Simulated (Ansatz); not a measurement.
# Br on Zr(0001): change of the work function, part 2 of 4

Wanted: Δφ(θ) for Br/Zr(0001), starting from the fcc site.

Ansatz 0.2.0; plane-wave DFT, PBE, Ansatz PAW.

So far, work function, upper face (eV): step 2 (the clean slab) 4.17.

## (3) The covered slab, k-mesh 4×4×1, coverage 0.111 ML

System of this step: Br/Zr(0001). The cell holds 37 atoms: 36 Zr and 1 Br. Cell: a = 9.690 Å, b = 9.690 Å, c = 28.084 Å, α = 90.0°, β = 90.0°, γ = 60.0°. Vacuum lies along c.

The clean slab as it ended is repeated in the plane and the adsorbate is set on one face; the cell's size fixes the coverage, and the k-mesh shrinks with it to keep the sampling density about even. Adsorbate and upper layers relax, since the dipole depends on the height.

The input, input.yaml:

```yaml
crystal:
  lattice:
    - [9.69, 0.0, 0.0]
    - [4.845, 8.3917861626, 0.0]
    - [0.0, 0.0, 28.0835409059]
  atoms:
    - { symbol: Zr, position: [0.2222222222, 0.2222222222, 0.3204724087] }
    - { symbol: Zr, position: [0.0, 0.0, 0.4120810491] }
    - { symbol: Zr, position: [0.2222222222, 0.2222222222, 0.5072351469] }
    - { symbol: Zr, position: [0.0, 0.0, 0.5941065033] }
    - { symbol: Zr, position: [0.2222222222, 0.5555555556, 0.3204724087] }
    - { symbol: Zr, position: [0.0, 0.3333333333, 0.4120810491] }
    - { symbol: Zr, position: [0.2222222222, 0.5555555556, 0.5072351469] }
    - { symbol: Zr, position: [0.0, 0.3333333333, 0.5941065033] }
    - { symbol: Zr, position: [0.2222222222, 0.8888888889, 0.3204724087] }
    - { symbol: Zr, position: [0.0, 0.6666666667, 0.4120810491] }
    - { symbol: Zr, position: [0.2222222222, 0.8888888889, 0.5072351469] }
    - { symbol: Zr, position: [0.0, 0.6666666667, 0.5941065033] }
    - { symbol: Zr, position: [0.5555555556, 0.2222222222, 0.3204724087] }
    - { symbol: Zr, position: [0.3333333333, 0.0, 0.4120810491] }
    - { symbol: Zr, position: [0.5555555556, 0.2222222222, 0.5072351469] }
    - { symbol: Zr, position: [0.3333333333, 0.0, 0.5941065033] }
    - { symbol: Zr, position: [0.5555555556, 0.5555555556, 0.3204724087] }
    - { symbol: Zr, position: [0.3333333333, 0.3333333333, 0.4120810491] }
    - { symbol: Zr, position: [0.5555555556, 0.5555555556, 0.5072351469] }
    - { symbol: Zr, position: [0.3333333333, 0.3333333333, 0.5941065033] }
    - { symbol: Zr, position: [0.5555555556, 0.8888888889, 0.3204724087] }
    - { symbol: Zr, position: [0.3333333333, 0.6666666667, 0.4120810491] }
    - { symbol: Zr, position: [0.5555555556, 0.8888888889, 0.5072351469] }
    - { symbol: Zr, position: [0.3333333333, 0.6666666667, 0.5941065033] }
    - { symbol: Zr, position: [0.8888888889, 0.2222222222, 0.3204724087] }
    - { symbol: Zr, position: [0.6666666667, 0.0, 0.4120810491] }
    - { symbol: Zr, position: [0.8888888889, 0.2222222222, 0.5072351469] }
    - { symbol: Zr, position: [0.6666666667, 0.0, 0.5941065033] }
    - { symbol: Zr, position: [0.8888888889, 0.5555555556, 0.3204724087] }
    - { symbol: Zr, position: [0.6666666667, 0.3333333333, 0.4120810491] }
    - { symbol: Zr, position: [0.8888888889, 0.5555555556, 0.5072351469] }
    - { symbol: Zr, position: [0.6666666667, 0.3333333333, 0.5941065033] }
    - { symbol: Zr, position: [0.8888888889, 0.8888888889, 0.3204724087] }
    - { symbol: Zr, position: [0.6666666667, 0.6666666667, 0.4120810491] }
    - { symbol: Zr, position: [0.8888888889, 0.8888888889, 0.5072351469] }
    - { symbol: Zr, position: [0.6666666667, 0.6666666667, 0.5941065033] }
    - { symbol: Br, position: [0.1111111111, 0.1111111111, 0.6795275913] }
kpoints:
  mp_grid: { grid: [4, 4, 1] }
hamiltonian:
  xc: pbe
scf:
  occupations: { method: fermi_dirac, width: 0.1 }
  convergence: { dr2_threshold: 1.0e-08 }
efield:
  axis: 3
  dipole_correction: true
  ramp_position: 0.97
  ramp_width: 0.06
relax:
  f_tol: 0.02
  max_steps: 60
  constraints:
    - { sites: [0, 1, 4, 5, 8, 9, 12, 13, 16, 17, 20, 21, 24, 25, 28, 29, 32, 33] }
output:
  write_potential: true
  write_density: true
  volumetric_format: npy
```

Launch:

```sh
ansatz run input.yaml --threads 4 --pin off --max-ram 16384MiB --backend cpu --events-out ev --progress --plain --runs-dir out
```

Standard output:

```text
[...]
Crystal: 37 atoms, lattice volume = 2283.653 Å³
Basis set: ecut = 420 eV, 44613 PW (Γ), exchange–correlation on 144×144×384 points (8 copies of the dense FFT grid, shifted against one another)
Bands: 264, of which v1, the nominal top of the filled ones, is band 220 counted from 1 (219 counted from 0)
Symmetry: 6 space group operations
[...]
k-points: 4 of 16 (time reversal used)
[...]
SCF iter   1: F=—  HF=-153388.360591 eV  |F-HF|=—  |Δ(HF+E_count)|=         —  Δρ=4.94e-3  dr2=7.04e0  ethr=1.77e-3  p=-0.006 e·Å  D=-5.11e-4 V/Å  ΔV_dip=0.01 eV  dr2_dipole=4.83e-1  V_vac-E_F(+/−)=4.11/4.10 eV  ⟨swp⟩=10.8  Hψ=5196  notcnv=0
[...]
SCF iter  10: F=-153388.177096 eV  HF=-153388.177096 eV  |F-HF|=3.84e-9  |Δ(HF+E_count)|=   5.54e-8  Δρ=1.98e-7  dr2=2.92e-9  ethr=2.28e-12  p=-0.032 e·Å  D=-2.57e-3 V/Å  ΔV_dip=0.07 eV  dr2_dipole=1.74e-10  V_vac-E_F(+/−)=4.25/4.18 eV  ⟨swp⟩=14.8  Hψ=9653  notcnv=0
SCF 1 converged in 10 iterations: F = -153388.177096 eV  dr2 = 2.92e-9
[...]
relax step   1: F+E_penalty+E_count = -153388.17709578 eV  Δ(F+E_penalty+E_count) = +0.000e0 eV  max|allowed force component| = 1.138e0 eV/Å  Δτ_max = 0.0000 Å  (10 SCF iters, accepted)
[...]
SCF iter  10: F=-153388.421644 eV  HF=-153388.421644 eV  |F-HF|=1.18e-8  |Δ(HF+E_count)|=   5.72e-8  Δρ=2.86e-7  dr2=4.49e-9  ethr=2.28e-12  p=0.023 e·Å  D=1.83e-3 V/Å  ΔV_dip=-0.05 eV  dr2_dipole=1.66e-10  V_vac-E_F(+/−)=4.13/4.18 eV  ⟨swp⟩=11.2  Hψ=8060  notcnv=0
SCF 2 converged in 10 iterations: F = -153388.421644 eV  dr2 = 4.49e-9
relax step   2: F+E_penalty+E_count = -153388.42164447 eV  Δ(F+E_penalty+E_count) = -2.445e-1 eV  max|allowed force component| = 3.479e-1 eV/Å  Δτ_max = 0.1927 Å  (10 SCF iters, accepted)
SCF iter   1: F=—  HF=-153388.520464 eV  |F-HF|=—  |Δ(HF+E_count)|=         —  Δρ=1.73e-3  dr2=3.88e-1  ethr=1.82e-3  p=0.023 e·Å  D=1.83e-3 V/Å  ΔV_dip=-0.05 eV  dr2_dipole=8.33e-3  V_vac-E_F(+/−)=4.13/4.18 eV  ⟨swp⟩=3.8  Hψ=1834  notcnv=0
[...]
SCF iter   9: F=-153388.487844 eV  HF=-153388.487844 eV  |F-HF|=2.55e-8  |Δ(HF+E_count)|=   8.30e-8  Δρ=4.57e-7  dr2=9.65e-9  ethr=2.28e-12  p=0.042 e·Å  D=3.35e-3 V/Å  ΔV_dip=-0.09 eV  dr2_dipole=8.59e-13  V_vac-E_F(+/−)=4.09/4.18 eV  ⟨swp⟩=13.5  Hψ=10792  notcnv=0
SCF 3 converged in 9 iterations: F = -153388.487844 eV  dr2 = 9.65e-9
relax step   3: F+E_penalty+E_count = -153388.48784445 eV  Δ(F+E_penalty+E_count) = -6.620e-2 eV  max|allowed force component| = 1.639e-1 eV/Å  Δτ_max = 0.1639 Å  (9 SCF iters, accepted)
[...]
relax step   4: F+E_penalty+E_count = -153388.49211271 eV  Δ(F+E_penalty+E_count) = -4.268e-3 eV  max|allowed force component| = 3.172e-2 eV/Å  Δτ_max = 0.0275 Å  (8 SCF iters, accepted)
SCF iter   1: F=—  HF=-153388.497937 eV  |F-HF|=—  |Δ(HF+E_count)|=         —  Δρ=5.85e-4  dr2=6.92e-2  ethr=2.37e-5  p=0.037 e·Å  D=2.93e-3 V/Å  ΔV_dip=-0.08 eV  dr2_dipole=5.37e-3  V_vac-E_F(+/−)=4.10/4.18 eV  ⟨swp⟩=2.0  Hψ=1728  notcnv=0
[...]
SCF iter   8: F=-153388.494080 eV  HF=-153388.494080 eV  |F-HF|=1.63e-8  |Δ(HF+E_count)|=   2.41e-8  Δρ=3.32e-7  dr2=7.54e-9  ethr=2.28e-12  p=0.038 e·Å  D=3.03e-3 V/Å  ΔV_dip=-0.08 eV  dr2_dipole=3.18e-11  V_vac-E_F(+/−)=4.10/4.18 eV  ⟨swp⟩=10.8  Hψ=7938  notcnv=0
SCF 5 converged in 8 iterations: F = -153388.494080 eV  dr2 = 7.54e-9
[...]
relax step   5: F+E_penalty+E_count = -153388.49407958 eV  Δ(F+E_penalty+E_count) = -1.967e-3 eV  max|allowed force component| = 1.361e-2 eV/Å  Δτ_max = 0.0198 Å  (8 SCF iters, accepted)
NSCF: frozen V_eff on 4 k-points
[...]
WARN: The output density's exchange-correlation potential varies sharply where the density is thin. Do not read a vacuum level from v_tot or v_xc, or from such a field of the output density. On a cell that repeats whose density bears no net charge and no dipole along the vacuum's axis use v_es (v_loc + v_h of the components); under efield.dipole_correction with no amplitude use v_es + v_field, which holds any externa [...]
SCF converged after 8 iterations
Free energy (F): -153388.494080 eV
[...]
Internal energy: -153386.551237 eV  (E = F + TS)
E sigma→0 (E₀):  -153387.522658 eV
Entropy (-TS):   -1.942843 eV (-52.509 meV/atom)
Fermi energy:    2.735496 eV
Dipole field:    D = 0.003024 V/Å  (p = 0.038165 e·Å, saw-weighted, corrected)
Work function:   Φ+ = 4.0953 eV   Φ− = 4.1802 eV
[...]
--- Forces (eV/Å), atoms counted from 1 ---
  atom   1  Zr     0.00876238     0.00505896     0.46393616
  atom   2  Zr     0.02694235     0.01555518    -0.38632248
  atom   3  Zr    -0.01178388    -0.00680342     0.01283905
  atom   4  Zr     0.00448466     0.00258922    -0.00241678
  atom   5  Zr    -0.00874539     0.00504916     0.45142161
  atom   6  Zr     0.00000000    -0.03111035    -0.38632248
  atom   7  Zr     0.00427950    -0.00247077    -0.00187626
  atom   8  Zr     0.00000000    -0.00517844    -0.00241678
  atom   9  Zr     0.00000000    -0.01011793     0.46393616
  atom  10  Zr     0.01853091    -0.01069883    -0.55560094
  atom  11  Zr    -0.00000000     0.01360685     0.01283905
  atom  12  Zr     0.00165287    -0.00095429     0.00494694
  atom  13  Zr     0.00000000    -0.01009831     0.45142161
  atom  14  Zr    -0.02694235     0.01555518    -0.38632248
  atom  15  Zr     0.00000000     0.00494154    -0.00187626
  atom  16  Zr    -0.00448466     0.00258922    -0.00241678
  atom  17  Zr     0.00874539     0.00504916     0.45142161
  atom  18  Zr    -0.02361715    -0.01363537    -0.39765249
  atom  19  Zr    -0.00427950    -0.00247077    -0.00187626
  atom  20  Zr     0.00367464     0.00212156    -0.00456161
  atom  21  Zr    -0.00889770     0.00513709     0.42834356
  atom  22  Zr    -0.00000000     0.02727074    -0.39765249
  atom  23  Zr     0.00791099    -0.00456741    -0.01266479
  atom  24  Zr    -0.00000000    -0.00424311    -0.00456161
  atom  25  Zr    -0.00876238     0.00505896     0.46393616
  atom  26  Zr     0.00000000     0.02139765    -0.55560094
  atom  27  Zr     0.01178388    -0.00680342     0.01283905
  atom  28  Zr     0.00000000     0.00190857     0.00494694
  atom  29  Zr     0.00000000    -0.01027418     0.42834356
  atom  30  Zr     0.02361715    -0.01363537    -0.39765249
  atom  31  Zr    -0.00000000     0.00913483    -0.01266479
  atom  32  Zr    -0.00367464     0.00212156    -0.00456161
  atom  33  Zr     0.00889770     0.00513709     0.42834356
  atom  34  Zr    -0.01853091    -0.01069883    -0.55560094
  atom  35  Zr    -0.00791099    -0.00456741    -0.01266479
  atom  36  Zr    -0.00165287    -0.00095429     0.00494694
  atom  37  Br     0.00000000     0.00000000    -0.00111466
  max |Σ_I F_I| component: 6.13e-5 eV/Å
--- Band table (eV) ---
  k-point 0: bands = [... 216 lower, 2.8033, 2.8033, 2.8089, 2.8089, 2.8470, 2.8470, 2.8485, 2.8545, ... 40 higher]
  k-point 1: bands = [... 216 lower, 2.6404, 2.6941, 2.7231, 2.7356, 2.7610, 2.8005, 2.8698, 2.9356, ... 40 higher]
  k-point 2: bands = [... 216 lower, 2.6342, 2.6436, 2.7055, 2.7585, 2.7586, 2.7864, 2.7893, 2.8313, ... 40 higher]
  k-point 3: bands = [... 216 lower, 2.5713, 2.6266, 2.6631, 2.6945, 2.7450, 2.7644, 2.7753, 2.7994, ... 40 higher]
--- Relaxed structure (5 steps of the walk, 5 accepted, 0 SCFs on fresh bases) ---
  F+E_penalty+E_count = -153388.49407958 eV   max|allowed force component| = 1.361e-2 eV/Å
  atoms:
    - { symbol: Zr, position: [0.222222, 0.222222, 0.3204724087] }
    - { symbol: Zr, position: [1.111110e-11, 1.111110e-11, 0.412081] }
    - { symbol: Zr, position: [0.221706, 0.221706, 0.509112] }
    - { symbol: Zr, position: [-0.00673739, -0.00673739, 0.595226] }
    - { symbol: Zr, position: [0.222222, 0.555556, 0.3204724087] }
    - { symbol: Zr, position: [1.111108e-11, 0.333333, 0.412081] }
    - { symbol: Zr, position: [0.220335, 0.556499, 0.506932] }
    - { symbol: Zr, position: [-0.00673739, 0.346808, 0.595226] }
    - { symbol: Zr, position: [0.222222, 0.888889, 0.3204724087] }
    - { symbol: Zr, position: [-2.222228e-11, 0.666667, 0.412081] }
    - { symbol: Zr, position: [0.221706, 0.889922, 0.509112] }
    - { symbol: Zr, position: [-0.00271738, 0.668025, 0.593610] }
    - { symbol: Zr, position: [0.555556, 0.222222, 0.3204724087] }
    - { symbol: Zr, position: [0.333333, 1.111110e-11, 0.412081] }
    - { symbol: Zr, position: [0.556499, 0.220335, 0.506932] }
    - { symbol: Zr, position: [0.346808, -0.00673739, 0.595226] }
    - { symbol: Zr, position: [0.555556, 0.555556, 0.3204724087] }
    - { symbol: Zr, position: [0.333333, 0.333333, 0.412081] }
    - { symbol: Zr, position: [0.556499, 0.556499, 0.506932] }
    - { symbol: Zr, position: [0.336160, 0.336160, 0.594402] }
    - { symbol: Zr, position: [0.555556, 0.888889, 0.3204724087] }
    - { symbol: Zr, position: [0.333333, 0.666667, 0.412081] }
    - { symbol: Zr, position: [0.556611, 0.888361, 0.505385] }
    - { symbol: Zr, position: [0.336160, 0.661014, 0.594402] }
    - { symbol: Zr, position: [0.888889, 0.222222, 0.3204724087] }
    - { symbol: Zr, position: [0.666667, -2.222223e-11, 0.412081] }
    - { symbol: Zr, position: [0.889922, 0.221706, 0.509112] }
    - { symbol: Zr, position: [0.668025, -0.00271738, 0.593610] }
    - { symbol: Zr, position: [0.888889, 0.555556, 0.3204724087] }
    - { symbol: Zr, position: [0.666667, 0.333333, 0.412081] }
    - { symbol: Zr, position: [0.888361, 0.556611, 0.505385] }
    - { symbol: Zr, position: [0.661014, 0.336160, 0.594402] }
    - { symbol: Zr, position: [0.888889, 0.888889, 0.3204724087] }
    - { symbol: Zr, position: [0.666667, 0.666667, 0.412081] }
    - { symbol: Zr, position: [0.888361, 0.888361, 0.505385] }
    - { symbol: Zr, position: [0.668025, 0.668025, 0.593610] }
    - { symbol: Br, position: [0.111111, 0.111111, 0.667105] }
```

Run time: 9.5 min. Hardware: 4 threads of Arm Neoverse V2, shared host; peak memory 9.7 GiB.

This run has no spin polarisation although its electron count is odd.

Relaxation path:

| step | energy less that of the first step (eV) | largest force component (eV/Å) |
| --- | --- | --- |
| 1 | 0.0000 | 1.1383 |
| 2 | -0.2445 | 0.3479 |
| 3 | -0.3107 | 0.1639 |
| 4 | -0.3150 | 0.0317 |
| 5 | -0.3170 | 0.0136 |

Forces are held to the 6 operations that the program found; a distortion that breaks them can't arise in this run.

The atoms that moved most (Å):

| atom | dx | dy | dz | length |
| --- | --- | --- | --- | --- |
| Br37 | 0.000 | 0.000 | -0.349 | 0.349 |
| Zr16 | 0.098 | -0.057 | 0.031 | 0.117 |
| Zr4 | -0.098 | -0.057 | 0.031 | 0.117 |
| Zr8 | 0.000 | 0.113 | 0.031 | 0.117 |
| Zr11 | 0.000 | 0.009 | 0.053 | 0.053 |
| Zr3 | -0.008 | -0.004 | 0.053 | 0.053 |
| Zr27 | 0.008 | -0.004 | 0.053 | 0.053 |
| Zr23 | 0.008 | -0.004 | -0.052 | 0.053 |

Final coordinates:

```cif
data_structure
_symmetry_space_group_name_H-M 'P 1'
_symmetry_Int_Tables_number 1
_cell_length_a 9.6900
_cell_length_b 9.6900
_cell_length_c 28.0835
_cell_angle_alpha 90.000
_cell_angle_beta 90.000
_cell_angle_gamma 60.000
_cell_volume 2283.65
loop_
_atom_site_label
_atom_site_type_symbol
_atom_site_fract_x
_atom_site_fract_y
_atom_site_fract_z
_atom_site_occupancy
Zr1 Zr 0.22222 0.22222 0.32047 1
Zr2 Zr 0.00000 0.00000 0.41208 1
Zr3 Zr 0.22171 0.22171 0.50911 1
Zr4 Zr 0.99326 0.99326 0.59523 1
Zr5 Zr 0.22222 0.55556 0.32047 1
Zr6 Zr 0.00000 0.33333 0.41208 1
Zr7 Zr 0.22034 0.55650 0.50693 1
Zr8 Zr 0.99326 0.34681 0.59523 1
Zr9 Zr 0.22222 0.88889 0.32047 1
Zr10 Zr 0.00000 0.66667 0.41208 1
Zr11 Zr 0.22171 0.88992 0.50911 1
Zr12 Zr 0.99728 0.66803 0.59361 1
Zr13 Zr 0.55556 0.22222 0.32047 1
Zr14 Zr 0.33333 0.00000 0.41208 1
Zr15 Zr 0.55650 0.22034 0.50693 1
Zr16 Zr 0.34681 0.99326 0.59523 1
Zr17 Zr 0.55556 0.55556 0.32047 1
Zr18 Zr 0.33333 0.33333 0.41208 1
Zr19 Zr 0.55650 0.55650 0.50693 1
Zr20 Zr 0.33616 0.33616 0.59440 1
Zr21 Zr 0.55556 0.88889 0.32047 1
Zr22 Zr 0.33333 0.66667 0.41208 1
Zr23 Zr 0.55661 0.88836 0.50539 1
Zr24 Zr 0.33616 0.66101 0.59440 1
Zr25 Zr 0.88889 0.22222 0.32047 1
Zr26 Zr 0.66667 0.00000 0.41208 1
Zr27 Zr 0.88992 0.22171 0.50911 1
Zr28 Zr 0.66803 0.99728 0.59361 1
Zr29 Zr 0.88889 0.55556 0.32047 1
Zr30 Zr 0.66667 0.33333 0.41208 1
Zr31 Zr 0.88836 0.55661 0.50539 1
Zr32 Zr 0.66101 0.33616 0.59440 1
Zr33 Zr 0.88889 0.88889 0.32047 1
Zr34 Zr 0.66667 0.66667 0.41208 1
Zr35 Zr 0.88836 0.88836 0.50539 1
Zr36 Zr 0.66803 0.66803 0.59361 1
Br37 Br 0.11111 0.11111 0.66711 1
```

This step gave:

* energy at zero smearing: -153387.5227 eV
* work function, upper face: 4.095 eV
* work function, lower face: 4.180 eV
* dipole along the normal: 0.03816 e·Å
* step between the vacuum levels: -0.08492 eV

Running mean over 2.573 Å of the planar mean; the ramp of the sawtooth is left out. The electron's electrostatic potential energy less the Fermi level by z:

| z (Å) | electron's electrostatic potential energy less the Fermi level (eV) |
| --- | --- |
| 4 | 4.18 |
| 5 | 4.15 |
| 6 | 3.92 |
| 7 | 2.14 |
| 8 | -5.12 |
| 9 | -8.44 |
| 10 | -8.32 |
| 11 | -8.29 |
| 12 | -8.17 |
| 13 | -7.62 |
| 14 | -8.23 |
| 15 | -8.94 |
| 16 | -8.98 |
| 17 | -8.36 |
| 18 | -3.53 |
| 19 | 2.03 |
| 20 | 3.43 |
| 21 | 4.05 |
| 22 | 4.09 |
| 23 | 4.10 |
| 24 | 4.10 |
| 25 | 4.10 |

The relaxation took 5 steps and lowered the energy by 0.32 eV; the largest force on the free atoms ends at 0.014 eV/Å.

The covered face has 4.10 eV, -0.07 eV against the clean one; the bare back face has moved by +0.00 eV, a measure of how thin the slab is.

(Part 2 of 4 ends here.)

[Long decimals in the printed logs are rounded to 6 places.]

[Logs are printed without paths, hosts, clocks, repeated set-up lines and the standing remarks that a program may print on its own settings, such as how far it seeks lower states.]

[Hosts, paths, dates, database ids (printed as entryN), source tags and the programs' standing remarks are cut or masked in the printed files.]

[Maps of the electrostatic potential energy from Ansatz leave out the sawtooth potential of an applied field or a dipole correction, so their vacuum need not be flat; planar profiles and work functions include it.]
